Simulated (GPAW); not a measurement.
# Ballistic transport through a C7 chain between two Pb chains, from relaxation to T(E), part 2 of 2

How well does a C7 chain between two Pb chains conduct once its atoms have relaxed, and how much do cheaper levels lose?

GPAW 26.7.0; GPAW LCAO, PAW setups; relaxation of the junction within the symmetry of its start, lead ends held (the session's first sound run).

So far, transmission at the Fermi level (one spin): step 3 (GPAW, dzp, PBE, GPAW) 1.26; step 4 (basis szp(dzp), PBE, GPAW) 1.06; step 5 (basis sz(dzp), PBE, GPAW) 1.08; step 6 (revPBE) 1.25.

## 7. Without the relaxation: geometry = "as built"

Level of this step: GPAW LCAO, PAW setups; Landauer transmission from Green's functions with principal layers (ASE), zero bias (GPAW).

The dzp basis with PBE on the structure as first built shows what the relaxation was worth.

run.py reads:

```python
import json
import numpy as np
from ase import Atoms
from ase.transport.calculators import TransportCalculator
from gpaw import GPAW, FermiDirac
from gpaw.lcao.tools import get_lcao_hamiltonian
from scipy.linalg import eigh

# The junction with lead layers at both ends, along the third cell vector
device = Atoms(
    ['Pb', 'Pb', 'Pb', 'Pb', 'Pb', 'Pb', 'C', 'C', 'C', 'C', 'C', 'C', 'C', 'Pb', 'Pb', 'Pb', 'Pb', 'Pb', 'Pb'],
    positions=[
        [4.50000, 4.50000, 1.45000],
        [4.50000, 4.50000, 4.35000],
        [4.50000, 4.50000, 7.25000],
        [4.50000, 4.50000, 10.15000],
        [4.50000, 4.50000, 13.05000],
        [4.50000, 4.50000, 15.95000],
        [4.50000, 4.50000, 18.02020],
        [4.50000, 4.50000, 19.25020],
        [4.50000, 4.50000, 20.59020],
        [4.50000, 4.50000, 21.82020],
        [4.50000, 4.50000, 23.16020],
        [4.50000, 4.50000, 24.39020],
        [4.50000, 4.50000, 25.73020],
        [4.50000, 4.50000, 27.80040],
        [4.50000, 4.50000, 30.70040],
        [4.50000, 4.50000, 33.60040],
        [4.50000, 4.50000, 36.50040],
        [4.50000, 4.50000, 39.40040],
        [4.50000, 4.50000, 42.30040]],
    cell=[[9.0, 0.0, 0.0], [0.0, 9.0, 0.0], [0.0, 0.0, 43.7504]],
    pbc=True)

# One principal layer of the lead: the first 3 atoms of the device
lead = Atoms(
    ['Pb', 'Pb', 'Pb'],
    positions=[
        [4.50000, 4.50000, 1.45000],
        [4.50000, 4.50000, 4.35000],
        [4.50000, 4.50000, 7.25000]],
    cell=[[9.0, 0.0, 0.0], [0.0, 9.0, 0.0], [0.0, 0.0, 8.7]],
    pbc=True)

settings = dict(mode='lcao', basis='dzp', xc='PBE', h=0.2,
                occupations=FermiDirac(0.1), maxiter=250,
                mixer=dict(beta=0.1, nmaxold=8, weight=100.0),
                convergence=dict(density=0.0001))
energies = np.arange(-2, 2 + 1e-9, 0.025)
eta = 0.0001
n1, n2 = 1, 1
# k and -k transmit alike, so half of the mesh across the current serves
mesh = [(i, j) for i in range(n1) for j in range(n2) if (i, j) <= (-i % n1, -j % n2)]
weights = np.array([1 if (i, j) == (-i % n1, -j % n2) else 2 for i, j in mesh]) / (n1 * n2)

# [... helper functions left out ...]
fermi_lead = ground_state(lead, (1, 1, 13), 'lead.txt')
fermi_device = ground_state(device, (1, 1, 2), 'device.txt')
# [... loop over the mesh left out, but for ...]
        # Shift the lead onto the potential of the device's first layer
        shift = ((H[:, 0, 0] - H0[:, 0, 0]) / S0[0, 0]).real.mean()
# [...]
kT = 8.617333e-5 * 300
bias = [0.1, 0.2, 0.5, 1.0, 1.5, 2.0]
# [... integrals and printing left out ...]
```

On the command line:

```console
$ OMP_NUM_THREADS=1 OPENBLAS_NUM_THREADS=1 python run.py
```

The program printed:

```text
basis functions: device 367, principal layer 69
Fermi level: lead -2.5493 eV, device -2.8430 eV; lead shifted by -0.0152 eV
largest coupling past the next layer 2.76e-08 eV, largest misfit of the first layer 0.055 eV
  E-E_F (eV)   T (one spin)  [channel counts left out]
    -2.000    1.9103e-06
    -1.975    1.9586e-06
    -1.950    2.0038e-06
[...]
1.975    1.5154e+00
     2.000    1.5119e+00
conductance at 300 K: 1.5373 G0 a cell; thermopower 2.808 uV/K
current from the zero-bias T(E) at 0.1 V: 11.902 uA
current from the zero-bias T(E) at 0.2 V: 23.75 uA
current from the zero-bias T(E) at 0.5 V: 58.375 uA
current from the zero-bias T(E) at 1.0 V: 114.49 uA
current from the zero-bias T(E) at 1.5 V: 160.87 uA
current from the zero-bias T(E) at 2.0 V: 185.31 uA
```

Elapsed: 88 s, on 1 thread of Arm Neoverse V2, shared host; peak memory 1.4 GiB.

Numbers from this step:

* conductance: 1.537 G₀
* thermopower: 2.808 μV/K
* largest coupling past the next principal layer: 2.76e-8 eV
* largest misfit of the first principal layer: 0.05526 eV
* shift that aligns the lead: -0.01518 eV
* transmission at the Fermi level (one spin): 1.540

The conductance, 1.54 G₀, lies 22 % above that of the dzp run.

## 8. The ladder

Times are for 1 thread of Arm Neoverse V2, shared host. Results by setting:

```csv
no.,run,conductance (G₀),time,memory (GiB)
1,dzp,1.258,72 s,1.4
2,szp,1.063,51 s,1.3
3,sz,1.081,34 s,1.3
4,dzp revPBE,1.255,72 s,1.4
5,asbuilt,1.537,88 s,1.4
```

## 9. Comparison

The curves are compared point by point over the common energies.

This step: comparison of transmission and cost over codes, levels and geometry (GPAW 26.7.0).

Ladder, by row:

```csv
step,code,T at the Fermi level (sum over the listed spins),conductance (G0),r.m.s. T(E) from the first,wall time (s),peak memory (GiB),threads
dzp,GPAW,1.258,1.258,0,72.3,1.37,1
szp,GPAW,1.064,1.063,0.1181,50.51,1.34,1
sz,GPAW,1.08,1.081,0.1166,33.94,1.26,1
dzp-revPBE,GPAW,1.255,1.255,0.006881,72.39,1.37,1
asbuilt,GPAW,1.54,1.537,0.5128,88.35,1.37,1
```

The transmission, zone mean, sum over the listed spins by energy, zero at the Fermi level:

```csv
energy (eV),dzp,szp,sz,dzp-revPBE,asbuilt
-2.0000,3.0e-6,7.4e-8,1.5e-8,3.2e-6,1.9e-6
-1.7500,3.0e-6,9.7e-8,2.1e-8,3.2e-6,2.3e-6
-1.5000,3.0e-6,1.2e-7,2.9e-8,3.3e-6,2.5e-6
-1.2500,3.1e-6,1.5e-7,3.9e-8,3.3e-6,2.5e-6
-1.0000,3.1e-6,1.9e-7,5.2e-8,3.3e-6,2.5e-6
-0.7500,3.1e-6,2.3e-7,0.00119,3.4e-6,2.5e-6
-0.5000,0.0511,0.0301,0.0725,0.0499,1.67
-0.2500,0.964,0.749,0.916,0.967,1.58
0.0000,1.26,1.06,1.08,1.25,1.54
0.2500,1.38,1.16,1.17,1.37,1.34
0.5000,1.35,1.15,1.15,1.34,1.22
0.7500,1.59,1.41,1.38,1.58,1.22
1.0000,1.76,1.63,1.60,1.75,1.26
1.0500,1.76,1.65,1.62,1.75,1.27
1.1500,1.75,1.66,1.63,1.74,1.30
1.1750,1.74,1.66,1.63,1.74,1.31
1.2500,1.72,1.65,1.62,1.72,1.34
1.5000,1.65,1.60,1.55,1.65,1.43
1.7500,1.52,1.50,1.44,1.52,1.51
2.0000,1.13,1.18,1.13,1.13,1.51
```

## 10. Density threshold 0.001, potential alignment off, functional RPBE: conv = 0.001, align = false and xc = "RPBE"

The Hamiltonian is taken from the last density. The density threshold is one of the tests that end the cycle; the energy must settle too, so a loose value may not be the test that decides. Without the shift, lead and junction are matched by their Fermi levels alone. The functional moves levels against the Fermi level.

This step: GPAW LCAO, PAW setups; Landauer transmission from Green's functions with principal layers (ASE), zero bias (GPAW 26.7.0).

Edit run.py of step 7 so:

```diff
@@ -17,11 +17,11 @@
         [4.50000, 4.50000, 13.05000],
-        [4.50000, 4.50000, 15.95000],
-        [4.50000, 4.50000, 18.02020],
-        [4.50000, 4.50000, 19.25020],
-        [4.50000, 4.50000, 20.59020],
-        [4.50000, 4.50000, 21.82020],
-        [4.50000, 4.50000, 23.16020],
-        [4.50000, 4.50000, 24.39020],
-        [4.50000, 4.50000, 25.73020],
-        [4.50000, 4.50000, 27.80040],
+        [4.50000, 4.50000, 15.92439],
+        [4.50000, 4.50000, 17.98868],
+        [4.50000, 4.50000, 19.26815],
+        [4.50000, 4.50000, 20.57142],
+        [4.50000, 4.50000, 21.85824],
+        [4.50000, 4.50000, 23.14578],
+        [4.50000, 4.50000, 24.45016],
+        [4.50000, 4.50000, 25.73086],
+        [4.50000, 4.50000, 27.80001],
         [4.50000, 4.50000, 30.70040],
@@ -44,6 +44,6 @@
 
-settings = dict(mode='lcao', basis='dzp', xc='PBE', h=0.2,
+settings = dict(mode='lcao', basis='dzp', xc='RPBE', h=0.2,
                 occupations=FermiDirac(0.1), maxiter=250,
                 mixer=dict(beta=0.1, nmaxold=8, weight=100.0),
-                convergence=dict(density=0.0001))
+                convergence=dict(density=0.001))
 energies = np.arange(-2, 2 + 1e-9, 0.025)
@@ -59,4 +59,4 @@
 # [... loop over the mesh left out, but for ...]
-        # Shift the lead onto the potential of the device's first layer
-        shift = ((H[:, 0, 0] - H0[:, 0, 0]) / S0[0, 0]).real.mean()
+        # Lead and device are aligned by their Fermi levels alone
+        shift = 0.0
 # [...]
```

The program printed:

```text
basis functions: device 367, principal layer 69
Fermi level: lead -2.4255 eV, device -2.6797 eV; lead shifted by 0.0000 eV
largest coupling past the next layer 2.73e-08 eV, largest misfit of the first layer 0.231 eV
  E-E_F (eV)   T (one spin)  [channel counts left out]
    -2.000    3.3191e-06
    -1.975    3.3246e-06
    -1.950    3.3271e-06
    -1.925    3.3271e-06
    -1.900    3.3253e-06
    -1.875    3.3221e-06
    -1.850    3.3179e-06
    -1.825    3.3130e-06
    -1.800    3.3076e-06
    -1.775    3.3020e-06
    -1.750    3.2964e-06
    -1.725    3.2909e-06
    -1.700    3.2855e-06
    -1.675    3.2805e-06
    -1.650    3.2758e-06
    -1.625    3.2715e-06
[...]
1.825    1.3595e+00
     1.850    1.3336e+00
     1.875    1.3069e+00
     1.900    1.2793e+00
     1.925    1.2505e+00
     1.950    1.2205e+00
     1.975    1.1890e+00
     2.000    1.1557e+00
conductance at 300 K: 1.3033 G0 a cell; thermopower -2.582 uV/K
current from the zero-bias T(E) at 0.1 V: 10.063 uA
current from the zero-bias T(E) at 0.2 V: 19.87 uA
current from the zero-bias T(E) at 0.5 V: 46.563 uA
current from the zero-bias T(E) at 1.0 V: 79.68 uA
current from the zero-bias T(E) at 1.5 V: 108.75 uA
current from the zero-bias T(E) at 2.0 V: 140.87 uA
```

Elapsed: 61 s, on 1 thread; peak memory 1.4 GiB.

This step gave:

```yaml
conductance: 1.303 G₀
thermopower: -2.582 μV/K
largest_coupling_past_the_next_principal_layer: 2.73e-8 eV
largest_misfit_of_the_first_principal_layer: 0.2314 eV
shift_that_aligns_the_lead: 0 eV
transmission_at_the_fermi_level_one_spin: 1.313
```

One spin. The transmission, zone mean by energy, zero at the Fermi level:

```csv
energy (eV),"transmission, zone mean"
-2.000,3.3e-6
-1.900,3.3e-6
-1.800,3.3e-6
-1.700,3.3e-6
-1.600,3.3e-6
-1.500,3.3e-6
-1.400,3.3e-6
-1.300,3.3e-6
-1.200,3.3e-6
-1.100,3.3e-6
-1.000,3.3e-6
-0.900,3.3e-6
-0.800,3.3e-6
-0.700,3.4e-6
-0.600,0.00748
-0.500,0.0597
-0.400,0.270
-0.300,0.599
-0.200,0.988
-0.150,1.11
-0.100,1.27
0.000,1.31
0.100,1.31
0.200,1.30
0.300,1.30
0.400,1.33
0.500,1.39
0.600,1.46
0.700,1.55
0.800,1.62
0.900,1.68
1.000,1.72
1.100,1.74
1.200,1.75
1.300,1.74
1.400,1.70
1.500,1.64
1.600,1.57
1.700,1.48
1.800,1.38
1.900,1.28
2.000,1.16
```

Not self-consistent under bias; the bias window is split evenly. The current through one cell, from the zero-bias transmission by bias:

```csv
bias (V),"current through one cell, from the zero-bias transmission (μA)"
0.100,10.1
0.200,19.9
0.500,46.6
1.000,79.7
1.500,109
2.000,141
```

Transmission of the three most open eigenchannels against energy, zero at the Fermi level:

```csv
energy (eV),channel 1,channel 2,channel 3
-0.800,3.3e-6,2.4e-12,2.4e-12
-0.600,0.00374,0.00374,3.3e-6
-0.400,0.135,0.135,3.3e-6
-0.200,0.494,0.494,3.3e-6
0.000,0.656,0.656,3.2e-6
0.200,0.650,0.650,3.2e-6
0.400,0.664,0.664,3.1e-6
0.600,0.731,0.731,3.1e-6
0.800,0.810,0.810,3.1e-6
1.000,0.859,0.859,3.1e-6
1.200,0.874,0.874,3.1e-6
1.400,0.851,0.851,3.2e-6
1.600,0.784,0.784,3.3e-6
1.800,0.692,0.692,3.5e-6
2.000,0.578,0.578,3.7e-6
```

The conductance, 1.30 G₀, lies 3.6 % above that of the dzp run.

## 11. Outcome

| Quantity | Value |
| --- | --- |
| conductance | 1.26 G₀ |
| transmission at the Fermi level, mean of the spins | 1.26 |
| thermopower | -5.41 μV/K |

In words: In the dzp basis the junction conducts 1.26 G₀ at 300 K, with T = 1.26 a spin at the Fermi level; no smaller basis tried comes within 10 % of that conductance. Relaxation moved atoms by up to 0.060 Å and took the conductance from 1.54 to 1.26 G₀, as a ratio about as much as the step from dzp to the minimal basis. At the Fermi level two eigenchannels carry the current (0.63 and 0.63). The negative thermopower says that the thermally weighted transmission is larger above the Fermi level, as for electron-like transport. Measured against the first run (dzp), the nearest curve is that of dzp-revPBE (r.m.s. 0.0069) and the farthest that of asbuilt (0.51). Over the compared runs wall time goes from 34 s (sz) to 88 s (asbuilt), on a shared host. The leads kept an estimated spacing and the cell its length, so the junction may be under some tension or compression. The geometry comes from the orbital basis, which tends to overbind, and kept the symmetry of the start, so a structure of lower symmetry may lie lower. Spin-orbit coupling is left out, which matters for the heavy atoms here. An evenly spaced straight chain is an idealisation: free chains tend to dimerise, zigzag or, where a band edge lies near the Fermi level, turn magnetic. The currents use the zero-bias T(E) throughout, which holds only while the bias is small against the distance to the nearest feature.

[Logs are printed without paths, hosts, clocks, repeated set-up lines and the standing remarks that a program may print on its own settings, such as how far it seeks lower states.]

[Hosts, paths, dates, database ids (printed as entryN), source tags and the programs' standing remarks are cut or masked in the printed files.]
